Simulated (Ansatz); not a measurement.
# HfTi2 in the C11b ordering: lattice stability ahead of a resistivity run, part 3 of 3

The plan: relax HfTi2 in the C11b ordering, check its phonons, and, if the lattice is stable, compute its Eliashberg function and ρ(T).

Ansatz 0.2.0; DFT PBE, scalar-relativistic, plane waves, PAW.

So far. Step 3 (Relaxation): The largest force is now 7.0e-4 eV/Å and the largest stress component 0.021 GPa. Step 4 (Relaxing tightly for phonons): The largest force is now 2.5e-6 eV/Å and the largest stress component 0.0021 GPa, small enough for phonons. The relaxed cell has a = 3.453, c = 9.600 Å (conventional setting).

The structure was built from a prototype and need not be the compound's stable phase.

### Step 5. Phonons: q 2×2×2, k 6×6×6

Before any scattering is computed, the phonons show whether the structure is a minimum.

The input, input.yaml:

```yaml
crystal:
  lattice:
    - [3.4527115516, 0.0, -1.7042e-06]
    - [0.0, 3.4527115516, -1.7042e-06]
    - [1.726358145, 1.726358145, 4.7998807404]
  atoms:
    - { symbol: Hf, position: [0.0, 0.0, 0.0] }
    - { symbol: Ti, position: [0.6881967094, 0.6881967094, 0.6236065812] }
    - { symbol: Ti, position: [0.3118032906, 0.3118032906, 0.3763934188] }
kpoints:
  mp_grid: { grid: [6, 6, 6] }
hamiltonian:
  xc: pbe
scf:
  occupations: { method: methfessel_paxton, width: 0.2 }
output:
  eigenvalues: true
phonons:
  method: dfpt
  qmesh: [2, 2, 2]
  temperatures: { t_max: 1000, t_step: 50 }
  qpath:
    path:
      - [[0.0, 0.0, 0.0], [0.5, 0.5, 0.5], [0.5, 0.5, 0.75], [0.5, 0.0, 0.5], [0.0, 0.0, 0.0], [0.0, 0.0, 0.5], [0.43532009, 0.0, 0.71766005]]
      - [[0.56467991, 0.0, 0.28233995], [0.0, 0.0, 0.0]]
      - [[0.5, 0.5, 0.5], [0.56467991, 0.43532009, 0.5]]
      - [[0.43532009, 0.43532009, 0.93532009], [0.0, 0.0, 0.5]]
    npoints: 10
```

On the command line:

```console
> ansatz run input.yaml --threads 4 --pin off --max-ram 8192MiB --backend cpu --events-out ev --progress --plain --runs-dir out
```

Numbers of over 12 decimals in the logs are rounded to 6 here.

The log of the run:

```text
Warning: phonons: the dynamical matrix that this run interpolates holds no multipole term above the dipole-dipole one, and a site of this crystal is no centre of inversion, so its interpolated transverse optical and acoustic branches and sound speeds can stay off near Gamma, and the density of states and the thermodynamics with them. What a run solves at a wave vector of phonons.qpoints, Gamma apart, where the deck admits one, is free of this, and under fd what a larger phonons.supercell samples
[...]
Crystal: 3 atoms, lattice volume = 57.220 Å³
Basis set: ecut = 420 eV, 1105 PW (Γ), exchange–correlation on 72×72×72 points (8 copies of the dense FFT grid, shifted against one another)
Bands: 30, of which v1, the nominal top of the filled ones, is band 25 counted from 1 (24 counted from 0)
Symmetry: 16 space group operations
k-points: 30 of 216
[...]
SCF iter   1: F=—  HF=-20720.450250 eV  |F-HF|=—  |Δ(HF+E_count)|=         —  Δρ=9.86e-3  dr2=1.52e-1  ethr=1.77e-3  ⟨swp⟩=3.2  Hψ=2658  notcnv=0
[...]
SCF iter  12: F=-20720.434029 eV  HF=-20720.434029 eV  |F-HF|=0.00e0  |Δ(HF+E_count)|=    0.00e0  S|Δr|=    0.00e0  Δρ=1.87e-8  dr2=3.03e-13  ethr=1.00e-12  ⟨swp⟩=5.1  Hψ=3533  notcnv=0
SCF 1 converged in 12 iterations: F = -20720.434029 eV  dr2 = 3.03e-13
[...]
SCF iter   1: F=—  HF=-20720.434029 eV  |F-HF|=—  |Δ(HF+E_count)|=         —  Δρ=9.36e-8  dr2=5.44e-12  ethr=8.27e-9  ⟨swp⟩=3.5  Hψ=5472  notcnv=0
eigensolver tolerance schedule: the retry pair's looser diagonalisation over-reported the residual by 760181.87 of it (diagonalisation noise at an unbounded share of the residual, at the tolerance the schedule requests for it); recorded, not acted on — ethr = c·dr2/N_el stays at c = 1.0e-1
[...]
SCF iter   2: F=-20720.434029 eV  HF=-20720.434029 eV  |F-HF|=7.28e-12  |Δ(HF+E_count)|=   2.13e-9  S|Δr|=    0.00e0  Δρ=5.69e-8  dr2=3.27e-12  ethr=1.00e-12  ⟨swp⟩=5.4  Hψ=3595  notcnv=0
SCF 2 converged in 2 iterations: F = -20720.434029 eV  dr2 = 3.27e-12
phonons: the bands overlap, so this run is a metal and interpolates without the dipole-dipole term. If the crystal is really an insulator or semiconductor, its LO-TO splitting is missing
NSCF: frozen V_eff on 30 k-points
[...]
DFPT response loops at q = (0, 0, 0) (fractional): preconditioner auto → Kerker (q_TF=auto, 2.668 Å⁻¹) (partly filled bands, converged f_vac=0.000); β = 1.00, the filter's whole step (`scf.mixing.beta` (0.50) is not read by the response loops under this deck's `scf.mixing.preconditioner`; to damp them name `kerker` or `kerker_dos`, under which they read `scf.mixing.beta`, and type it under 1.00, their step now; both keys bind the ground state too); Broyden in place of MSR1
[...]
SCF converged after 12 iterations
Stability not checked: this state was not tested for a lower state beside it, because cold or Methfessel-Paxton smearing, or corrected tetrahedra, fill the levels in a way that the test cannot read (fill_not_monotonic; see scf.lower_state_search)
Free energy (F): -20720.434029 eV
[...]
Internal energy: -20720.440889 eV  (E = F + TS)
E sigma→0 (E₀):  -20720.435744 eV
Entropy (-TS):   0.006860 eV (2.287 meV/atom)
Fermi energy:    15.636338 eV
[...]
--- Band table (eV; the first three rows and the last of 30) ---
  k-point 0: bands = [... 21 lower, 14.1561, 14.6386, 14.7627, 16.0423, 17.1194, 17.1194, 17.1358, 17.1358, ... 1 higher]
  k-point 1: bands = [... 21 lower, 13.7536, 14.3164, 15.3581, 16.0984, 16.7569, 16.7569, 17.0690, 17.0690, ... 1 higher]
  k-point 2: bands = [... 21 lower, 13.3760, 13.7987, 16.2262, 16.2628, 16.3777, 16.3777, 16.9694, 16.9694, ... 1 higher]
  k-point 29: bands = [... 21 lower, 14.3608, 14.6141, 15.2640, 15.6207, 15.8767, 16.0761, 16.2280, 17.6971, ... 1 higher]
--- Phonons (Γ-DFPT): 4 representative perturbations + reference (Σ response iterations 12) ---
  ASR residual: 6.904e-6 → 0.000e0 eV/Å²; symmetrization residual: 6.530e-4 eV/Å²
  ASR residual per site (eV/Å²): 6.90e-6 6.67e-6 6.67e-6
  Γ frequencies (cm⁻¹): 0.00 0.00 0.00 82.10 82.10 189.30 219.53 274.21 274.21
--- Phonons (arbitrary-q DFPT): 4 irreducible q on the 2×2×2 mesh ---
  q = [0.0000, 0.0000, 0.0000] (star 1, of the zone-centre solve; hermiticity 7.95e-5, symmetrization 3.98e-5): -0.00 0.00 0.00 82.10 82.10 189.30 219.53 274.21 274.21
  q = [0.0000, 0.0000, -0.5000] (star 1, 4 solved perturbations in 228 linear systems a pass and spin channel, the states on 112 of 216 k-point pairs; hermiticity 4.71e-4, symmetrization 2.36e-4): 49.40 49.40 87.97 87.97 112.72 158.72 234.85 253.68 253.68
  q = [0.0000, -0.5000, 0.0000] (star 4, 6 solved perturbations on 68 of 216 k-point pairs; hermiticity 8.79e-4, symmetrization 3.04e-4): 65.56 72.68 99.87 148.00 153.15 197.87 199.13 212.53 231.15
[...]
sum rule: each row above includes the acoustic sum rule's correction from the zone centre's row sums; it moved no ω² by more than (0.19 cm⁻¹)²
  mesh force constants: q→R imaginary residual 2.82e-17; ASR residual 6.904e-6 → 0.000e0 eV/Å²; symmetrization residual 3.553e-15 eV/Å²
  interpolated dispersion: 94 rows × 9 modes
  density of states and harmonic sums: on the 20×20×14 q-mesh, interpolated from the force constants of a 2×2×2 supercell (no non-analytic term)
  largest difference from the sums on the solved wave vectors: F 1.47e-1 eV, S 1.95e-4 and C_V 5.18e-5 eV/K
  zero-point energy: 0.079017 eV/cell   skipped modes (ω ≤ 0): 432, of them read as no rigid motion or as one in doubt: 429 (3.093e-1 modes/cell left out, lowest -114.51 cm⁻¹)   left out of the sums: 3.44e-2 of the cell's modes: C_V's classical limit lies that fraction below 3 k_B per atom; for a crystal, a wire or a layer, F and S can be off by more, and a phonons.interpolated_qmesh denser along its periods is the remedy for the sampling
```

Wall time 47 s (4 threads of Intel Xeon Platinum 8488C (Sapphire Rapids), shared host); peak memory 0.89 GiB.

Reading the cycles: dr2 is the Hartree energy of the density residual (eV), the measure of convergence; HF is the Harris–Foulkes estimate of the energy, which meets the free energy F at convergence.

Numbers from this step:

* share of imaginary modes in the plain interpolation between solved wavevectors: 0.0344
* highest frequency, solved or plainly interpolated: 274.2 cm⁻¹

Solved on the 2×2×2 mesh alone; all other wavevectors are interpolated. The phonon branches at the labelled points (cm⁻¹):

| point | branch 1 | branch 2 | branch 3 | branch 4 | branch 5 | branch 6 | branch 7 | branch 8 | branch 9 |
| --- | --- | --- | --- | --- | --- | --- | --- | --- | --- |
| Γ | 0 | 0 | 0 | 82 | 82 | 189 | 220 | 274 | 274 |
| halfway | -46 | 69 | 73 | 85 | 162 | 171 | 211 | 215 | 261 |
| X | -114 | -76 | 78 | 82 | 98 | 179 | 206 | 225 | 231 |
| halfway | -110 | -83 | 79 | 82 | 93 | 178 | 209 | 226 | 230 |
| P | -97 | -97 | 80 | 80 | 88 | 177 | 212 | 228 | 228 |
| halfway | 65 | 68 | 74 | 92 | 98 | 179 | 203 | 224 | 238 |
| N | 66 | 73 | 100 | 148 | 153 | 198 | 199 | 212 | 231 |
| halfway | 50 | 56 | 78 | 99 | 126 | 178 | 216 | 250 | 259 |
| Γ | 0 | 0 | 0 | 82 | 82 | 189 | 220 | 274 | 274 |
| halfway | 36 | 36 | 71 | 85 | 85 | 172 | 232 | 264 | 264 |
| M | 49 | 49 | 88 | 88 | 113 | 159 | 235 | 254 | 254 |
| halfway | 61 | 62 | 94 | 116 | 135 | 161 | 227 | 241 | 241 |
| S | 73 | 78 | 100 | 136 | 159 | 204 | 205 | 214 | 217 |
| jump to S0 | 73 | 78 | 100 | 136 | 159 | 204 | 205 | 214 | 217 |
| halfway | 58 | 58 | 77 | 104 | 131 | 180 | 212 | 245 | 259 |
| Γ | 0 | 0 | 0 | 82 | 82 | 189 | 220 | 274 | 274 |
| jump to X | -114 | -76 | 78 | 82 | 98 | 179 | 206 | 225 | 231 |
| halfway | -111 | -74 | 78 | 82 | 98 | 179 | 205 | 226 | 231 |
| R | -98 | -68 | 77 | 83 | 99 | 179 | 204 | 228 | 231 |
| jump to G | -98 | -68 | 77 | 83 | 99 | 179 | 204 | 228 | 231 |
| halfway | 61 | 77 | 77 | 109 | 155 | 163 | 203 | 225 | 250 |
| M | 49 | 49 | 88 | 88 | 113 | 159 | 235 | 254 | 254 |

The phonon branches as a text plot (rows in cm⁻¹; labels by their first letter):

```
    266 |*****                  *******            ****
    250 |  *  **              ***      *****     ***       ******
    234 |   *   ***************      *********  ***    ****  ****
    218 |**************  ***** ******       ***** ******   ***
    201 |     ******   ********                ***     **** *
    185 |****  ************* *  ******        * *  *********
    169 |    **               **      **    ***  **        **
    153 |     *            ****         *****  ** *         *****
    137 |   *             *  * *              ****         *  *
    120 |  *             **   * *        *****    **           **
    104 | *    * ***    ****** ***      * * ****    *  *********
     88 |****************     ** ***********    ************ ****
     72 |   **** **** ********* *     *     ********   ********
     56 | ***   *             ****      ****       **     * *****
     39 |  *            *        **  ***           ***
     23 |**                       ** *               **
      7 |* *            *          **                 *
     -9 |
    -25 |   *                                             *
    -42 |    *
    -58 |        *     *                                 *
    -74 |     *   **                                   **
    -90 |      *    ***                                 *
   -106 |       *****                                  *
         Γ        X  P      N      Γ     M    S|S     ΓR|G      M
```

Lowest modes at the softest wavevector of the mesh. Modes at q = (0.500, 0.500, 0.500), with each element's share of the kinetic energy (negative means imaginary):

| mode | frequency (cm⁻¹) | Hf % | Ti % |
| --- | --- | --- | --- |
| 1 | -114.5 | 1 | 99 |
| 2 | -76.3 | 0 | 100 |
| 3 | 78.4 | 99 | 1 |
| 4 | 82.0 | 99 | 1 |
| 5 | 98.2 | 90 | 10 |
| 6 | 179.1 | 0 | 100 |

Displacements in mode 1 (-114.5 cm⁻¹), the largest set to 1, in the home cell:
```
Hf1  0.09 -0.09  0.00
Ti2  1.00 -1.00  0.00
Ti3 -1.00  1.00  0.00
```

Displacements in mode 4 (82.0 cm⁻¹), the largest set to 1, in the home cell:
```
Hf1  1.00  1.00  0.00
Ti2 -0.16 -0.16  0.00
Ti3  0.16  0.16  0.00
```

Among the solved wavevectors the lowest mode, translations apart, is -114 cm⁻¹, imaginary.

### Step 6. Phonons: q 2×2×2, k 8×8×8

An imaginary mode on so few k-points may come from the sampling, so the phonons are repeated with another k mesh.

Changes to input.yaml since step 5:

```diff
@@ -10,3 +10,3 @@
 kpoints:
-  mp_grid: { grid: [6, 6, 6] }
+  mp_grid: { grid: [8, 8, 8] }
 hamiltonian:
```

The mesh is denser.

The log of the run:

```text
[...]
Crystal: 3 atoms, lattice volume = 57.220 Å³
Basis set: ecut = 420 eV, 1105 PW (Γ), exchange–correlation on 72×72×72 points (8 copies of the dense FFT grid, shifted against one another)
Bands: 30, of which v1, the nominal top of the filled ones, is band 25 counted from 1 (24 counted from 0)
Symmetry: 16 space group operations
k-points: 59 of 512
[...]
SCF iter   1: F=—  HF=-20720.443466 eV  |F-HF|=—  |Δ(HF+E_count)|=         —  Δρ=9.53e-3  dr2=1.44e-1  ethr=1.77e-3  ⟨swp⟩=3.1  Hψ=5270  notcnv=0
[...]
SCF iter  12: F=-20720.427875 eV  HF=-20720.427875 eV  |F-HF|=3.64e-12  |Δ(HF+E_count)|=  3.64e-12  S|Δr|=    0.00e0  Δρ=1.75e-8  dr2=2.89e-13  ethr=1.00e-12  ⟨swp⟩=5.0  Hψ=6927  notcnv=0
SCF 1 converged in 12 iterations: F = -20720.427875 eV  dr2 = 2.89e-13
[...]
SCF iter   2: F=-20720.427875 eV  HF=-20720.427875 eV  |F-HF|=7.28e-12  |Δ(HF+E_count)|=   2.04e-9  S|Δr|=    0.00e0  Δρ=6.49e-8  dr2=5.04e-12  ethr=1.00e-12  ⟨swp⟩=5.3  Hψ=6922  notcnv=0
SCF 2 converged in 2 iterations: F = -20720.427875 eV  dr2 = 5.04e-12
[...]
SCF converged after 12 iterations
[...]
Free energy (F): -20720.427875 eV
[...]
Internal energy: -20720.427786 eV  (E = F + TS)
E sigma→0 (E₀):  -20720.427853 eV
Entropy (-TS):   -0.000090 eV (-0.030 meV/atom)
Fermi energy:    15.640268 eV
[...]
--- Band table (eV; the first three rows and the last of 59) ---
  k-point 0: bands = [... 21 lower, 14.1534, 14.6383, 14.7638, 16.0398, 17.1169, 17.1169, 17.1336, 17.1336, ... 1 higher]
  k-point 1: bands = [... 21 lower, 13.8750, 14.4442, 15.1516, 16.0721, 16.8779, 16.8779, 17.0872, 17.0872, ... 1 higher]
  k-point 2: bands = [... 21 lower, 13.5360, 14.0383, 15.8043, 16.1566, 16.5389, 16.5389, 17.0163, 17.0163, ... 1 higher]
  k-point 58: bands = [... 21 lower, 14.4668, 14.4668, 15.3379, 15.8442, 15.8442, 16.0681, 16.0681, 17.6887, ... 1 higher]
[...]
ASR residual: 9.762e-6 → 0.000e0 eV/Å²; symmetrization residual: 6.530e-4 eV/Å²
  ASR residual per site (eV/Å²): 9.76e-6 7.87e-6 7.87e-6
  Γ frequencies (cm⁻¹): 0.00 0.00 0.00 89.89 89.89 189.29 211.81 271.01 271.01
--- Phonons (arbitrary-q DFPT): 4 irreducible q on the 2×2×2 mesh ---
[...]
interpolated dispersion: 94 rows × 9 modes
[...]
```

The job ended after 96 s (4 threads; peak memory 1.4 GiB).

Numbers from this step:

```
share of imaginary modes in the plain interpolation between solved wavevectors : 0.042
highest frequency, solved or plainly interpolated                              : 271.0 cm⁻¹
```

Solved on the 2×2×2 mesh alone; all other wavevectors are interpolated. The phonon branches at the labelled points (cm⁻¹):

| point | branch 1 | branch 2 | branch 3 | branch 4 | branch 5 | branch 6 | branch 7 | branch 8 | branch 9 |
| --- | --- | --- | --- | --- | --- | --- | --- | --- | --- |
| Γ | 0 | 0 | 0 | 90 | 90 | 189 | 212 | 271 | 271 |
| halfway | -57 | 69 | 73 | 85 | 158 | 167 | 207 | 211 | 260 |
| X | -122 | -86 | 76 | 80 | 96 | 178 | 205 | 222 | 235 |
| halfway | -117 | -92 | 76 | 79 | 91 | 177 | 208 | 224 | 233 |
| P | -106 | -106 | 78 | 78 | 86 | 176 | 212 | 229 | 229 |
| halfway | 51 | 62 | 70 | 86 | 96 | 174 | 202 | 223 | 237 |
| N | 62 | 73 | 98 | 141 | 150 | 191 | 194 | 209 | 230 |
| halfway | 49 | 56 | 78 | 98 | 125 | 175 | 210 | 247 | 256 |
| Γ | 0 | 0 | 0 | 90 | 90 | 189 | 212 | 271 | 271 |
| halfway | 37 | 37 | 70 | 89 | 89 | 170 | 229 | 262 | 262 |
| M | 51 | 51 | 88 | 88 | 114 | 157 | 233 | 253 | 253 |
| halfway | 62 | 62 | 93 | 114 | 134 | 158 | 225 | 239 | 239 |
| S | 73 | 75 | 99 | 131 | 154 | 200 | 201 | 210 | 214 |
| jump to S0 | 73 | 75 | 99 | 131 | 154 | 200 | 201 | 210 | 214 |
| halfway | 58 | 59 | 76 | 102 | 129 | 177 | 206 | 241 | 256 |
| Γ | 0 | 0 | 0 | 90 | 90 | 189 | 212 | 271 | 271 |
| jump to X | -122 | -86 | 76 | 80 | 96 | 178 | 205 | 222 | 235 |
| halfway | -118 | -84 | 76 | 80 | 97 | 178 | 204 | 223 | 235 |
| R | -107 | -79 | 75 | 80 | 98 | 178 | 202 | 224 | 234 |
| jump to G | -107 | -79 | 75 | 80 | 98 | 178 | 202 | 224 | 234 |
| halfway | 60 | 69 | 75 | 108 | 152 | 163 | 200 | 223 | 247 |
| M | 51 | 51 | 88 | 88 | 114 | 157 | 233 | 253 | 253 |

The phonon branches as a text plot (rows in cm⁻¹; labels by their first letter):

```
    263 |*****                  ********           ****
    246 |  *  ***             ***       ****     ***       ******
    230 |   *    **************      *********  ***    **********
    214 |*********  **** ***** ******        ****  ****      *
    197 |     ******    *******                ****    **** *
    181 |****  ************* *  ******        *    *********
    165 |    **               **      ********* ***         *****
    148 |   * *            ****             *  ** *         **
    132 |                 ** * **              ***         *  *
    116 |  *              *   *         *******   **        *****
     99 |**    *****   ******* *****   *  * ****   *********   **
     83 |*****************    *** **********   ****  ************
     66 |  ***         *********      *    *********     ******
     50 | ***                  ***     ****        **     ** ****
     34 |**     *                **  **             **
     17 |*                        ****               **
      1 |**                         *
    -15 |  *            *
    -32 |   *
    -48 |               *                                 *
    -64 |    *   *     *                                 *
    -81 |     *   **   *                               ***
    -97 |      *    * *
   -114 |       ******                                 **
         Γ        X  P      N      Γ     M    S|S     ΓR|G      M
```

Lowest modes at the softest wavevector of the mesh. The modes at q = (0.500, 0.500, 0.500) (shares of kinetic energy by element, %) (negative means imaginary):

| mode | frequency (cm⁻¹) | Hf % | Ti % |
| --- | --- | --- | --- |
| 1 | -121.7 | 1 | 99 |
| 2 | -86.0 | 0 | 100 |
| 3 | 75.7 | 99 | 1 |
| 4 | 79.6 | 98 | 2 |
| 5 | 96.4 | 90 | 10 |
| 6 | 178.4 | 0 | 100 |

Displacements in mode 1 (-121.7 cm⁻¹), the largest set to 1, in the home cell:
```
Hf1 -0.08  0.08  0.00
Ti2 -1.00  1.00  0.00
Ti3  1.00 -1.00  0.00
```

Displacements in mode 6 (178.4 cm⁻¹), the largest set to 1, in the home cell:
```
Hf1 0.00 0.00 0.00
Ti2 0.00 0.00 1.00
Ti3 0.00 0.00 1.00
```

The modes has structure finer than the step of the table below, so its rows give means over 20 cm⁻¹, whole bins alone (the curve runs from -131 to 289 cm⁻¹). Peaks (cm⁻¹: height): Hf 72.6: 0.0645; Ti 91.1: 0.0300, 175.6: 0.0514, 199.4: 0.0454, 225.8: 0.0630.

Phonopy on the run's constants, 17x17x11 mesh, Gaussian sigma 3.0 cm⁻¹. The modes by wavenumber; means over each step; values in 1/cm⁻¹/cell:

| wavenumber (cm⁻¹) | Hf | Ti |
| --- | --- | --- |
| -120 | 1.4e-5 | 9.7e-4 |
| -100 | 5.7e-5 | 0.00324 |
| -80 | 1.1e-4 | 0.00464 |
| -60 | 1.8e-4 | 0.00407 |
| -40 | 2.5e-4 | 0.00317 |
| -20 | 2.7e-4 | 0.00175 |
| 0 | 2.4e-4 | 6.0e-4 |
| 20 | 0.00205 | 0.00263 |
| 40 | 0.00858 | 0.00577 |
| 60 | 0.0377 | 0.0113 |
| 80 | 0.0548 | 0.0144 |
| 100 | 0.0313 | 0.0182 |
| 120 | 0.00264 | 0.0131 |
| 140 | 0.00115 | 0.0144 |
| 160 | 0.00390 | 0.0255 |
| 180 | 0.00454 | 0.0303 |
| 200 | 0.00141 | 0.0364 |
| 220 | 4.5e-4 | 0.0487 |
| 240 | 2.7e-4 | 0.0413 |
| 260 | 8.1e-5 | 0.0189 |

No LO-TO term; unit eigenvectors of the mass-weighted matrix. Modes at Γ, with each element's share of the kinetic energy:

| mode | frequency (cm⁻¹) | symmetry | Hf % | Ti % |
| --- | --- | --- | --- | --- |
| 1 | 0.0 | unnamed | 65 | 35 |
| 2 | 0.0 | unnamed | 65 | 35 |
| 3 | 0.0 | unnamed | 65 | 35 |
| 4 | 89.9 | Eu | 35 | 65 |
| 5 | 89.9 | Eu | 35 | 65 |
| 6 | 189.3 | A2u | 35 | 65 |
| 7 | 211.8 | A1g | 0 | 100 |
| 8 | 271.0 | Eg | 0 | 100 |
| 9 | 271.0 | Eg | 0 | 100 |

Displacements in mode 5 (89.9 cm⁻¹), the largest set to 1:
```
Hf1  0.28  0.54  0.00
Ti2 -0.52 -1.00  0.00
Ti3 -0.52 -1.00  0.00
```

Displacements in mode 9 (271.0 cm⁻¹), the largest set to 1:
```
Hf1  0.00  0.00  0.00
Ti2  0.09  1.00  0.00
Ti3 -0.09 -1.00  0.00
```

Among the solved wavevectors the lowest mode, translations apart, is -122 cm⁻¹, imaginary.

### Step 7. Results

* phonon run of the rows without a label of their own: PBE, q 2×2×2, k 8×8×8
* softest mode on the q mesh: -122 cm⁻¹ at q = (0.5, 0.5, 0.5)
* highest frequency, solved or plainly interpolated: 271 cm⁻¹

In words: The lattice is dynamically unstable at this level: a mode at q = (0.5, 0.5, 0.5) is imaginary, 122i cm⁻¹, so no harmonic coupling constant or resistivity is defined for this structure. These meshes are coarse, and single modes of a metal can move by tens of cm⁻¹ with the k mesh. Spin–orbit coupling, left out here, matters for Hf. The phonon runs are not spin-polarised. The structure was built by hand as an ordered model, and its stability against other phases was not tested.

[Logs are printed without paths, hosts, clocks, repeated set-up lines and the standing remarks that a program may print on its own settings, such as how far it seeks lower states.]

[Hosts, paths, dates, database ids (printed as entryN), source tags and the programs' standing remarks are cut or masked in the printed files.]
